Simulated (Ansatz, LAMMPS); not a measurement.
# Site preference of V in place of Ti in glassy 68TiO2-32SiO2 (mol %) (84 atoms), part 2 of 3

At which site of glassy 68TiO2-32SiO2 (mol %) (84 atoms) does V in place of Ti cost least, and what about the site decides it?

Ansatz 0.2.0; Kohn-Sham DFT, PBE, PAW (set soft_2), plane waves.

The cell: 19 Ti, 9 Si and 56 O. The quench rate of 10 K/ps far exceeds what a furnace or splat quench reaches. The starting topology of bonds comes from the classical model. Sampling is at Γ alone, for a cell whose shortest periodic width is 10 Å.

So far. Step 2 (Single point at the start): The r.m.s. force at the start is 1.1 eV/Å. Step 3 (Relaxation): The relaxation converged after 14 steps, 6.15 eV below its start, with a largest force component of 0.044 eV/Å.

## Step 4: Single point at the relaxed geometry

One more single point at the end of the walk gives the fuller output and checks the residual forces.

input.yaml

```yaml
crystal:
  lattice:
    - [10.32186, 0.0, 0.0]
    - [0.0, 10.32186, 0.0]
    - [0.0, 0.0, 10.32186]
  atoms:
    - { symbol: Ti, position: [0.70975, 0.46169, 0.64674] }
    - { symbol: Ti, position: [0.19007, 0.43417, 0.90544] }
    - { symbol: Ti, position: [0.58402, 0.73962, 0.3058] }
    - { symbol: Ti, position: [0.43749, 0.30838, 0.14888] }
    - { symbol: Ti, position: [0.48875, 0.72594, 0.64291] }
    - { symbol: Ti, position: [0.97866, 0.88368, 0.14032] }
    [... 72 atom lines left out ...]
    - { symbol: O, position: [0.46466, 0.13994, 0.77515] }
    - { symbol: O, position: [0.5251, 0.73556, 0.46743] }
    - { symbol: O, position: [0.3132, 0.93383, 0.23696] }
    - { symbol: O, position: [0.59549, 0.60075, 0.69423] }
    - { symbol: O, position: [0.24648, 0.60782, 0.92509] }
    - { symbol: O, position: [0.08861, 0.45684, 0.06659] }
kpoints:
  mp_grid: { grid: [1, 1, 1] }
hamiltonian:
  xc: pbe
scf:
  occupations: { method: fixed }
output:
  forces: true
  stress: true
  populations: true
  dos:
    method: { smearing: { sigma: 0.1 } }
    de: 0.1
    projected: { site_lists: { O: [O], Si: [Si], Ti: [Ti] } }
  eigenvalues: true
  write_density: true
  write_potential: true
  volumetric_format: npy
  elf: true
```

Run with:

```
ansatz run input.yaml --threads 4 --pin off --max-ram 8192MiB --backend cpu --events-out ev --progress --plain --runs-dir out
```

Numbers of over 12 decimals in the logs are rounded to 6 here.

The program printed:

```text
[...]
Crystal: 84 atoms, lattice volume = 1099.699 Å³
Basis set: ecut = 420 eV, 21559 PW (Γ), exchange–correlation on 144×144×144 points (8 copies of the dense FFT grid, shifted against one another)
Bands: 384, of which v1, the nominal top of the filled ones, is band 300 counted from 1 (299 counted from 0)
Symmetry: 1 space group operations
[...]
k-points: 1
[...]
SCF iter   1: F=—  HF=-85094.002314 eV  |F-HF|=—  |Δ(HF+E_count)|=         —  Δρ=3.90e-3  dr2=1.70e-1  ethr=1.77e-3  ⟨swp⟩=5.0  Hψ=1286  notcnv=0  defer=81
[...]
SCF iter  12: F=-85093.997095 eV  HF=-85093.997095 eV  |F-HF|=3.68e-9  |Δ(HF+E_count)|=   4.70e-8  Δρ=1.61e-6  dr2=3.25e-8  ethr=1.67e-11  ⟨swp⟩=15.0  Hψ=2723  notcnv=0
SCF 1 converged in 12 iterations: F = -85093.997095 eV  dr2 = 3.25e-8
[...]
SCF converged after 12 iterations
Free energy (F): -85093.997095 eV
[...]
Internal energy: -85093.997095 eV  (E = F + TS)
E sigma→0 (E₀):  -85093.997095 eV
Fermi energy:    4.561559 eV
[...]
--- Forces (eV/Å), atoms counted from 1 ---
  atom   1  Ti    -0.02787822     0.02421852     0.01836803
  atom   2  Ti     0.02051843     0.02642675     0.00982665
  atom   3  Ti    -0.01390356    -0.00964824    -0.00652889
  atom   4  Ti    -0.00631733     0.00721994    -0.01922395
  atom   5  Ti    -0.01988725     0.00381439     0.01261648
  atom   6  Ti    -0.00686387    -0.01812373    -0.01743279
  atom   7  Ti     0.00904505     0.01339300    -0.01386867
  atom   8  Ti     0.00533665    -0.00784175     0.02088729
  atom   9  Ti    -0.02814845     0.02617608     0.00513601
  atom  10  Ti     0.00336100    -0.00960865     0.02077838
  atom  11  Ti    -0.01239417     0.03002706     0.02547830
  atom  12  Ti     0.03797425    -0.01936376     0.00815671
  atom  13  Ti    -0.01608566    -0.02880402     0.01150142
  atom  14  Ti    -0.00174415    -0.04687261     0.01348025
[...]
atom  83  O     -0.01054419    -0.02830923    -0.00232406
  atom  84  O     -0.00058690    -0.00636924     0.00455318
  max |Σ_I F_I| component: 1.02e-4 eV/Å
--- Stress (GPa, compression-positive) ---
        0.125492      -0.043241      -0.428901
       -0.043241      -1.470842      -0.223402
       -0.428901      -0.223403      -0.886892
  P = ⅓ Tr σ = -0.7441 GPa (-7.441 kbar)
--- Band table (eV) ---
[...]
--- Löwdin populations: 84 sites ---
  site symbol       q [e]
     0     Ti     10.6218
     1     Ti     10.5999
     2     Ti     10.6283
[...]
83      O      6.7616
  spilling = 0.005908 (of n_electrons = 600.000000)
```

Wall time 22 s (4 threads of Arm Neoverse V1, shared host); peak memory 1.5 GiB; 84 s of CPU time.

The run gave:

```yaml
free_energy: -85093.9971 eV
free_energy_per_atom: -1013.0238 eV/atom
scf_cycles: 12
pressure: -0.7441 GPa
r_m_s_force_component: 0.01297 eV/Å
longest_force: 0.0488 eV/Å
fermi_energy: 4.562 eV
spacing_of_highest_filled_and_lowest_empty_level: 2.935 eV
spilling_of_the_projection: 0.005908
```

## Step 5: V on a site of Ti, site Ti5

The site has 4 bonded neighbours (O4) at 1.84 Å on average, by cutoffs that count no bonds between two metal atoms or like ions. The change is made in the relaxed cell and the atoms are relaxed again, with spin allowed.

input.yaml

```yaml
crystal:
  lattice:
    - [10.32186, 0.0, 0.0]
    - [0.0, 10.32186, 0.0]
    - [0.0, 0.0, 10.32186]
  atoms:
    [... atom lines 1 to 1 left out ...]
    - { symbol: Ti, position: [0.19007, 0.43417, 0.90544] }
    - { symbol: Ti, position: [0.58402, 0.73962, 0.3058] }
    - { symbol: Ti, position: [0.43749, 0.30838, 0.14888] }
    - { symbol: V, position: [0.48875, 0.72594, 0.64291], spin: 1.0 }
    - { symbol: Ti, position: [0.97866, 0.88368, 0.14032] }
    - { symbol: Ti, position: [0.23675, 0.63186, 0.43646] }
    - { symbol: Ti, position: [0.90061, 0.8203, 0.77733] }
    [... atom lines 9 to 84 left out ...]
magnetization:
  spin_polarized: true
kpoints:
  mp_grid: { grid: [1, 1, 1] }
hamiltonian:
  xc: pbe
scf:
  occupations: { method: fermi_dirac, width: 0.025 }
  lower_state_search: "off"
output:
  forces: true
  eigenvalues: true
relax:
  f_tol: 0.05
  max_steps: 90
```

The program printed:

```text
[...]
Crystal: 84 atoms, lattice volume = 1099.699 Å³
Basis set: ecut = 420 eV, 21559 PW (Γ), exchange–correlation on 144×144×144 points (8 copies of the dense FFT grid, shifted against one another)
Bands: 387, of which v1, the nominal top of the filled ones, is band 301 counted from 1 (300 counted from 0)
Symmetry: 1 space group operations
[...]
k-points: 1
[...]
Starting moments: Σ|m| = 3.4 μB on 5 of 84 sites
[...]
SCF iter   1: F=—  HF=-85533.394546 eV  |F-HF|=—  |Δ(HF+E_count)|=         —  Δρ=4.05e-2 (↑3.91e-2 ↓4.05e-2)  dr2=1.28e2  dr2_m=8.63e-1  M=1.217 μB ∫|m|=1.577 μB  β_m=0.30  ethr=3.10e-3  ⟨swp⟩=5.5  Hψ=2626  notcnv=0  defer=92
[...]
spin=Collinear: Resta preconditioning applied to the charge; magnetization (m = ρ↑ − ρ↓) channel mixes plain (no charge-response kernel on spin).
SCF iter   2: F=—  HF=-85516.255939 eV  |F-HF|=—  |Δ(HF+E_count)|=    1.71e1  Δρ=2.81e-2 (↑2.81e-2 ↓2.81e-2)  dr2=5.44e1  dr2_m=9.37e-1  M=0.544 μB ∫|m|=0.822 μB  β_m=0.30  ethr=3.10e-3  ⟨swp⟩=2.0  Hψ=1485  notcnv=0  defer=143
[...]
spin=Collinear: Kerker preconditioning applied to the charge; magnetization (m = ρ↑ − ρ↓) channel mixes plain (no charge-response kernel on spin).
SCF iter   3: F=—  HF=-85507.719932 eV  |F-HF|=—  |Δ(HF+E_count)|=    8.54e0  Δρ=2.07e-2 (↑2.07e-2 ↓1.84e-2)  dr2=2.36e1  dr2_m=2.89e-1  M=1.000 μB ∫|m|=1.195 μB  β_m=0.30  ethr=3.10e-3  ⟨swp⟩=3.0  Hψ=1527  notcnv=0  defer=126
SCF iter   4: F=—  HF=-85504.799973 eV  |F-HF|=—  |Δ(HF+E_count)|=    2.92e0  Δρ=1.17e-2 (↑1.17e-2 ↓1.13e-2)  dr2=5.14e0  dr2_m=2.20e-1  M=1.000 μB ∫|m|=1.130 μB  β_m=0.30  ethr=3.10e-3  ⟨swp⟩=2.0  Hψ=1481  notcnv=0  defer=147
[...]
SCF iter  10: F=—  HF=-85504.373099 eV  |F-HF|=—  |Δ(HF+E_count)|=   6.63e-3  Δρ=1.22e-3 (↑1.22e-3 ↓1.19e-3)  dr2=2.18e-2  dr2_m=1.27e-2  M=1.000 μB ∫|m|=1.128 μB  β_m=0.30  ethr=9.06e-6  ⟨swp⟩=2.0  Hψ=1416  notcnv=0  defer=149
[...]
spin-set hold released at iteration 10 (site moments contracting): the magnetisation degrees of freedom join the quasi-Newton model from the next iteration; the mixer history was flushed
SCF iter  11: F=—  HF=-85504.378364 eV  |F-HF|=—  |Δ(HF+E_count)|=   5.27e-3  Δρ=1.01e-3 (↑1.01e-3 ↓9.38e-4)  dr2=1.80e-2  dr2_m=8.33e-3  M=1.000 μB ∫|m|=1.139 μB  β_m=0.57  ethr=3.62e-6  ⟨swp⟩=2.0  Hψ=627  notcnv=0  defer=149
[...]
SCF iter  13: F=—  HF=-85504.388156 eV  |F-HF|=—  |Δ(HF+E_count)|=   5.38e-4  Δρ=4.70e-4 (↑4.70e-4 ↓2.99e-4)  dr2=8.66e-3  dr2_m=2.28e-4  M=1.000 μB ∫|m|=1.207 μB  β_m=0.56  ethr=1.55e-6  ⟨swp⟩=2.0  Hψ=1394  notcnv=0  defer=149
[...]
SCF iter  17: F=-85504.387458 eV  HF=-85504.387471 eV  |F-HF|=1.30e-5  |Δ(HF+E_count)|=   1.90e-5  Δρ=4.34e-5 (↑4.34e-5 ↓2.36e-5)  dr2=2.81e-5  dr2_m=4.86e-6  M=1.000 μB ∫|m|=1.208 μB  β_m=0.77  ethr=9.01e-9  ⟨swp⟩=2.5  Hψ=2450  notcnv=0
SCF iter  18: F=-85504.387473 eV  HF=-85504.387478 eV  |F-HF|=4.64e-6  |Δ(HF+E_count)|=   7.27e-6  Δρ=2.23e-5 (↑2.23e-5 ↓1.16e-5)  dr2=7.47e-6  dr2_m=1.06e-6  M=1.000 μB ∫|m|=1.207 μB  ethr=4.67e-9  ⟨swp⟩=2.0  Hψ=2425  notcnv=0
SCF 1 converged in 18 iterations: F = -85504.387473 eV  dr2 = 7.47e-6
[...]
relax step   1: F+E_penalty+E_count = -85504.38747339 eV  Δ(F+E_penalty+E_count) = +0.000e0 eV  max|allowed force component| = 1.184e0 eV/Å  Δτ_max = 0.0000 Å  (18 SCF iters, dr2 threshold 6.25e-5 eV, accepted)
[... from here on, the SCF cycles and remarks between the steps are left out ...]
relax step   2: F+E_penalty+E_count = -85504.49488229 eV  Δ(F+E_penalty+E_count) = -1.074e-1 eV  max|allowed force component| = 7.271e-1 eV/Å  Δτ_max = 0.0398 Å  (8 SCF iters, dr2 threshold 8.77e-5 eV, accepted)
relax step   3: F+E_penalty+E_count = -85504.54664050 eV  Δ(F+E_penalty+E_count) = -5.176e-2 eV  max|allowed force component| = 2.223e-1 eV/Å  Δτ_max = 0.0451 Å  (9 SCF iters, dr2 threshold 3.30e-5 eV, accepted)
relax step   4: F+E_penalty+E_count = -85504.25407465 eV  Δ(F+E_penalty+E_count) = +2.926e-1 eV  max|allowed force component| = 1.270e0 eV/Å  Δτ_max = 0.2000 Å  (12 SCF iters, dr2 threshold 4.62e-6 eV, rejected (line search))
relax step   5: F+E_penalty+E_count = -85504.56578187 eV  Δ(F+E_penalty+E_count) = -1.914e-2 eV  max|allowed force component| = 1.710e-1 eV/Å  Δτ_max = 0.0547 Å  (15 SCF iters, accepted)
relax step   6: F+E_penalty+E_count = -85504.56248508 eV  Δ(F+E_penalty+E_count) = +3.297e-3 eV  max|allowed force component| = 1.229e-1 eV/Å  Δτ_max = 0.0521 Å  (10 SCF iters, dr2 threshold 2.73e-6 eV, rejected (line search))
relax step   7: F+E_penalty+E_count = -85504.57025387 eV  Δ(F+E_penalty+E_count) = -4.472e-3 eV  max|allowed force component| = 1.521e-1 eV/Å  Δτ_max = 0.0207 Å  (12 SCF iters, accepted)
relax step   8: F+E_penalty+E_count = -85504.57296585 eV  Δ(F+E_penalty+E_count) = -2.712e-3 eV  max|allowed force component| = 4.402e-2 eV/Å  Δτ_max = 0.0232 Å  (7 SCF iters, dr2 threshold 1.37e-5 eV, accepted)
relax step   9: F+E_penalty+E_count = -85504.57296828 eV  Δ(F+E_penalty+E_count) = -2.426e-6 eV  max|allowed force component| = 4.390e-2 eV/Å  Δτ_max = 0.0000 Å  (6 SCF iters, accepted)
SCF converged after 6 iterations
Magnetization: 1.0000 μB (301.0000 up, 300.0000 down)
Absolute magnetization: 1.2315 μB (∫|ρ↑−ρ↓|, with the PAW one-centre terms)
[...]
Per-site moments (μB) at R_I (Å): [(0.014040, 0.730717), (0.00275477, 0.761779), (0.072265, 0.739236), (0.000858906, 0.747544), (0.476975, 0.702971), [...]
Free energy (F): -85504.572968 eV
[...]
Internal energy: -85504.572354 eV  (E = F + TS)
E sigma→0 (E₀):  -85504.572661 eV
Entropy (-TS):   -0.000615 eV (-0.007 meV/atom)
Fermi energy:    7.099085 eV
[...]
Σ components = -85504.572968   (vs F -85504.572968, Δ=0.00e0)
--- Forces (eV/Å), atoms counted from 1 ---
  atom   1  Ti    -0.03308664    -0.00159288     0.02347153
  atom   2  Ti     0.03459109     0.00756867     0.01610926
  atom   3  Ti     0.02282626     0.01632835    -0.00417053
  atom   4  Ti     0.00708393    -0.00167216     0.00494408
[...]
atom  84  O      0.00219572     0.01302198     0.00738613
  max |Σ_I F_I| component: 3.29e-5 eV/Å
--- Band table (eV) ---
[...]
--- Relaxed structure (9 steps of the walk, 7 accepted, 0 SCFs on fresh bases) ---
  F+E_penalty+E_count = -85504.57296828 eV   max|allowed force component| = 4.390e-2 eV/Å
  atoms:
    - { symbol: Ti, position: [0.713144, 0.456580, 0.647802] }
    - { symbol: Ti, position: [0.192023, 0.436009, 0.905254] }
    - { symbol: Ti, position: [0.584547, 0.742438, 0.314649] }
    - { symbol: Ti, position: [0.436810, 0.309030, 0.147123] }
[...]
- { symbol: O, position: [0.087403, 0.458359, 0.064759] }
```

The job ended after 5.6 min (4 threads; peak memory 2.5 GiB; 22 min of CPU time).

The relaxation converged after 9 steps, 0.185 eV below its start, with a largest force component of 0.044 eV/Å.

The surroundings of the V atom, after relaxation, nearest first, numbered as they follow in the input and with coordinates relative to it.

| atom | x | y | z | distance (Å) | bonds | moment (μB) |
| --- | --- | --- | --- | --- | --- | --- |
| V5 | 0.00 | 0.00 | 0.00 | 0.00 | 4 | 0.48 |
| O82 | 1.04 | -1.27 | 0.46 | 1.70 | 2 | -0.02 |
| O61 | 0.63 | 1.46 | 0.73 | 1.75 | 2 | -0.02 |
| O80 | 0.31 | 0.11 | -1.78 | 1.81 | 2 | -0.01 |
| O78 | -1.67 | 0.29 | 0.75 | 1.86 | 2 | -0.01 |
| O51 | -1.28 | -2.09 | -1.66 | 2.96 | 2 | 0.00 |
| O67 | -2.29 | 0.88 | -2.07 | 3.21 | 2 | 0.00 |
| Ti19 | -2.54 | 0.64 | 2.28 | 3.48 | 5 | 0.03 |
| O31 | 0.79 | -1.09 | 3.24 | 3.51 | 2 | 0.00 |
| O63 | -0.36 | 2.86 | -2.09 | 3.56 | 2 | 0.00 |
| Ti7 | -2.61 | -0.95 | -2.23 | 3.57 | 4 | 0.00 |
| Ti14 | 1.08 | 3.08 | 1.43 | 3.57 | 6 | 0.10 |
| Ti3 | 0.95 | 0.18 | -3.45 | 3.58 | 5 | 0.07 |
| Ti1 | 2.28 | -2.77 | -0.01 | 3.58 | 5 | 0.01 |

The column of bonds counts only the pairs O-Ti within 2.68 Å, O-Si within 2.08 Å, O-V within 2.56 Å; other neighbours, such as metal atoms beside each other in a compound, aren't counted, and periodic images can show an atom twice.

The largest move is 0.10 Å, by O61.

## Step 6: V on a site of Ti, site Ti17

The site has 6 bonded neighbours (O6) at 2.06 Å on average. 

Input and log are left out; they have the form of those shown for this kind of step.

Run time: 5.2 min. Hardware: 4 threads of Arm Neoverse V1, shared host; peak memory 2.5 GiB; 20 min of CPU time.

The relaxation converged after 10 steps, 0.141 eV below its start, with a largest force component of 0.035 eV/Å.

## Step 7: V on a site of Ti, site Ti11

The site has 5 bonded neighbours (O5) at 1.94 Å on average. 

input.yaml, the sections that differ from step 5:

```yaml
crystal:
  lattice:
    - [10.32186, 0.0, 0.0]
    - [0.0, 10.32186, 0.0]
    - [0.0, 0.0, 10.32186]
  atoms:
    [... atom lines 1 to 7 left out ...]
    - { symbol: Ti, position: [0.90061, 0.8203, 0.77733] }
    - { symbol: Ti, position: [0.73291, 0.29592, 0.96487] }
    - { symbol: Ti, position: [0.84171, 0.14163, 0.68865] }
    - { symbol: V, position: [0.00377, 0.45053, 0.61031], spin: 1.0 }
    - { symbol: Ti, position: [0.13251, 0.08011, 0.86812] }
    - { symbol: Ti, position: [0.88637, 0.90745, 0.46942] }
    - { symbol: Ti, position: [0.59677, 0.02604, 0.78678] }
    [... atom lines 15 to 84 left out ...]
# magnetization, kpoints, hamiltonian, scf, output, relax: as in step 5
```

The program printed:

```text
[...]
Crystal: 84 atoms, lattice volume = 1099.699 Å³
Basis set: ecut = 420 eV, 21559 PW (Γ), exchange–correlation on 144×144×144 points (8 copies of the dense FFT grid, shifted against one another)
Bands: 387, of which v1, the nominal top of the filled ones, is band 301 counted from 1 (300 counted from 0)
Symmetry: 1 space group operations
[...]
k-points: 1
[...]
Starting moments: Σ|m| = 4 μB on 6 of 84 sites
[...]
SCF iter   1: F=—  HF=-85533.338457 eV  |F-HF|=—  |Δ(HF+E_count)|=         —  Δρ=4.24e-2 (↑4.24e-2 ↓4.09e-2)  dr2=1.43e2  dr2_m=1.14e0  M=1.986 μB ∫|m|=2.374 μB  β_m=0.30  ethr=3.10e-3  ⟨swp⟩=5.0  Hψ=2600  notcnv=0  defer=94
[...]
SCF iter   4: F=—  HF=-85505.210869 eV  |F-HF|=—  |Δ(HF+E_count)|=    6.14e0  Δρ=1.27e-2 (↑1.27e-2 ↓1.19e-2)  dr2=7.75e0  dr2_m=2.28e-1  M=1.000 μB ∫|m|=1.260 μB  β_m=0.30  ethr=3.10e-3  ⟨swp⟩=2.5  Hψ=1222  notcnv=0  defer=145
[...]
SCF iter  10: F=—  HF=-85504.214766 eV  |F-HF|=—  |Δ(HF+E_count)|=   3.91e-3  Δρ=1.63e-3 (↑1.63e-3 ↓1.32e-3)  dr2=4.78e-2  dr2_m=1.68e-2  M=1.000 μB ∫|m|=1.108 μB  β_m=0.30  ethr=2.09e-5  ⟨swp⟩=4.5  Hψ=1117  notcnv=0  defer=145
[...]
SCF iter  12: F=—  HF=-85504.238624 eV  |F-HF|=—  |Δ(HF+E_count)|=   1.57e-2  Δρ=1.29e-3 (↑1.29e-3 ↓5.79e-4)  dr2=3.02e-2  dr2_m=5.63e-3  M=1.000 μB ∫|m|=1.174 μB  β_m=0.82  ethr=6.76e-6  ⟨swp⟩=2.5  Hψ=1256  notcnv=0  defer=147
[...]
SCF iter  20: F=-85504.244683 eV  HF=-85504.244701 eV  |F-HF|=1.74e-5  |Δ(HF+E_count)|=   1.72e-5  Δρ=3.61e-5 (↑3.61e-5 ↓1.60e-5)  dr2=3.77e-5  dr2_m=2.97e-6  M=1.000 μB ∫|m|=1.206 μB  β_m=0.87  ethr=1.04e-8  ⟨swp⟩=9.0  Hψ=3819  notcnv=0
SCF iter  21: F=-85504.244685 eV  HF=-85504.244706 eV  |F-HF|=2.02e-5  |Δ(HF+E_count)|=   4.80e-6  Δρ=2.71e-5 (↑2.71e-5 ↓1.95e-5)  dr2=3.06e-5  dr2_m=1.28e-6  M=1.000 μB ∫|m|=1.206 μB  ethr=6.28e-9  ⟨swp⟩=2.0  Hψ=2423  notcnv=0
SCF 1 converged in 21 iterations: F = -85504.244685 eV  dr2 = 3.06e-5
[...]
relax step   1: F+E_penalty+E_count = -85504.24468530 eV  Δ(F+E_penalty+E_count) = +0.000e0 eV  max|allowed force component| = 1.251e0 eV/Å  Δτ_max = 0.0000 Å  (21 SCF iters, dr2 threshold 6.25e-5 eV, accepted)
[... from here on, the SCF cycles and remarks between the steps are left out ...]
relax step   2: F+E_penalty+E_count = -85504.33880180 eV  Δ(F+E_penalty+E_count) = -9.412e-2 eV  max|allowed force component| = 7.079e-1 eV/Å  Δτ_max = 0.0417 Å  (8 SCF iters, dr2 threshold 9.78e-5 eV, accepted)
relax step   3: F+E_penalty+E_count = -85504.37562000 eV  Δ(F+E_penalty+E_count) = -3.682e-2 eV  max|allowed force component| = 1.528e-1 eV/Å  Δτ_max = 0.0483 Å  (8 SCF iters, dr2 threshold 3.13e-5 eV, accepted)
relax step   4: F+E_penalty+E_count = -85504.37963011 eV  Δ(F+E_penalty+E_count) = -4.010e-3 eV  max|allowed force component| = 8.971e-2 eV/Å  Δτ_max = 0.0091 Å  (11 SCF iters, accepted)
relax step   5: F+E_penalty+E_count = -85504.38063088 eV  Δ(F+E_penalty+E_count) = -1.001e-3 eV  max|allowed force component| = 1.268e-1 eV/Å  Δτ_max = 0.0278 Å  (12 SCF iters, accepted)
relax step   6: F+E_penalty+E_count = -85504.38595530 eV  Δ(F+E_penalty+E_count) = -5.324e-3 eV  max|allowed force component| = 1.059e-1 eV/Å  Δτ_max = 0.0133 Å  (9 SCF iters, dr2 threshold 5.55e-6 eV, accepted)
relax step   7: F+E_penalty+E_count = -85504.38940920 eV  Δ(F+E_penalty+E_count) = -3.454e-3 eV  max|allowed force component| = 1.080e-1 eV/Å  Δτ_max = 0.0249 Å  (9 SCF iters, dr2 threshold 7.82e-6 eV, accepted)
relax step   8: F+E_penalty+E_count = -85504.39161347 eV  Δ(F+E_penalty+E_count) = -2.204e-3 eV  max|allowed force component| = 5.045e-2 eV/Å  Δτ_max = 0.0083 Å  (8 SCF iters, dr2 threshold 8.14e-6 eV, accepted)
relax step   9: F+E_penalty+E_count = -85504.39226366 eV  Δ(F+E_penalty+E_count) = -6.502e-4 eV  max|allowed force component| = 5.777e-2 eV/Å  Δτ_max = 0.0155 Å  (10 SCF iters, accepted)
relax step  10: F+E_penalty+E_count = -85504.39341372 eV  Δ(F+E_penalty+E_count) = -1.150e-3 eV  max|allowed force component| = 5.274e-2 eV/Å  Δτ_max = 0.0095 Å  (10 SCF iters, accepted)
relax step  11: F+E_penalty+E_count = -85504.39422114 eV  Δ(F+E_penalty+E_count) = -8.074e-4 eV  max|allowed force component| = 2.699e-2 eV/Å  Δτ_max = 0.0076 Å  (10 SCF iters, accepted)
SCF converged after 10 iterations
Magnetization: 1.0000 μB (301.0000 up, 300.0000 down)
Absolute magnetization: 1.2127 μB (∫|ρ↑−ρ↓|, with the PAW one-centre terms)
[...]
Per-site moments (μB) at R_I (Å): [(0.00989833, 0.739014), (0.00988167, 0.770831), (9.443889215268114e-5, 0.730343), (4.875601094819041e-5, 0.748619), (0.00035349, 0.736504), [...]
Free energy (F): -85504.394221 eV
[...]
Internal energy: -85504.393137 eV  (E = F + TS)
E sigma→0 (E₀):  -85504.393679 eV
Entropy (-TS):   -0.001084 eV (-0.013 meV/atom)
Fermi energy:    6.967414 eV
[...]
Σ components = -85504.394221   (vs F -85504.394221, Δ=0.00e0)
--- Forces (eV/Å), atoms counted from 1 ---
  atom   1  Ti     0.00700598     0.00007569     0.02562075
  atom   2  Ti     0.00481342     0.00177125     0.01534347
  atom   3  Ti     0.00272567    -0.00284115    -0.01160673
  atom   4  Ti     0.00621407    -0.00410159     0.00808516
[...]
atom  84  O     -0.00003780    -0.00153940    -0.00497287
  max |Σ_I F_I| component: 4.79e-5 eV/Å
--- Band table (eV) ---
[...]
--- Relaxed structure (11 steps of the walk, 11 accepted, 0 SCFs on fresh bases) ---
  F+E_penalty+E_count = -85504.39422114 eV   max|allowed force component| = 2.699e-2 eV/Å
  atoms:
    - { symbol: Ti, position: [0.713097, 0.462522, 0.645246] }
    - { symbol: Ti, position: [0.194503, 0.433892, 0.908880] }
    - { symbol: Ti, position: [0.583532, 0.739759, 0.304169] }
    - { symbol: Ti, position: [0.435802, 0.308415, 0.149062] }
[...]
- { symbol: O, position: [0.088529, 0.458745, 0.065329] }
```

Wall time 6.5 min (4 threads); peak memory 2.5 GiB; 26 min of CPU time.

The relaxation converged after 11 steps, 0.150 eV below its start, with a largest force component of 0.027 eV/Å.

Local excerpt of 10 atoms (numbers count through the whole input) about the V atom, after relaxation; x, y, z are measured from there.

```
atom      x      y      z  distance (Å)  bonds  moment (μB)
 V11   0.00   0.00   0.00          0.00      5         0.60
 O53   0.68   0.01   1.61          1.75      2        -0.03
 O42   0.63  -1.38  -1.05          1.84      2        -0.02
 O60  -1.53   0.96  -0.40          1.85      2        -0.01
 O65   1.07   1.31  -0.80          1.87      2         0.00
 O34  -1.64  -1.37   0.39          2.17      3         0.00
 Ti1  -2.98   0.17   0.30          3.00      5         0.01
 Ti7   2.39   1.89  -1.82          3.55      4         0.03
Ti16   0.69  -2.75  -2.17          3.57      5         0.05
 Ti2   1.99  -0.13   3.02          3.62      6         0.01
```

The column of bonds counts only the pairs O-Ti within 2.93 Å, O-Si within 2.08 Å, O-V within 2.56 Å; other neighbours, such as metal atoms beside each other in a compound, aren't counted, and periodic images can show an atom twice.

The largest move is 0.08 Å, by O82.

(Continued in part 3 of 3.)

[Logs are printed without paths, hosts, clocks, repeated set-up lines and the standing remarks that a program may print on its own settings, such as how far it seeks lower states.]

[Hosts, paths, dates, database ids (printed as entryN), source tags and the programs' standing remarks are cut or masked in the printed files.]
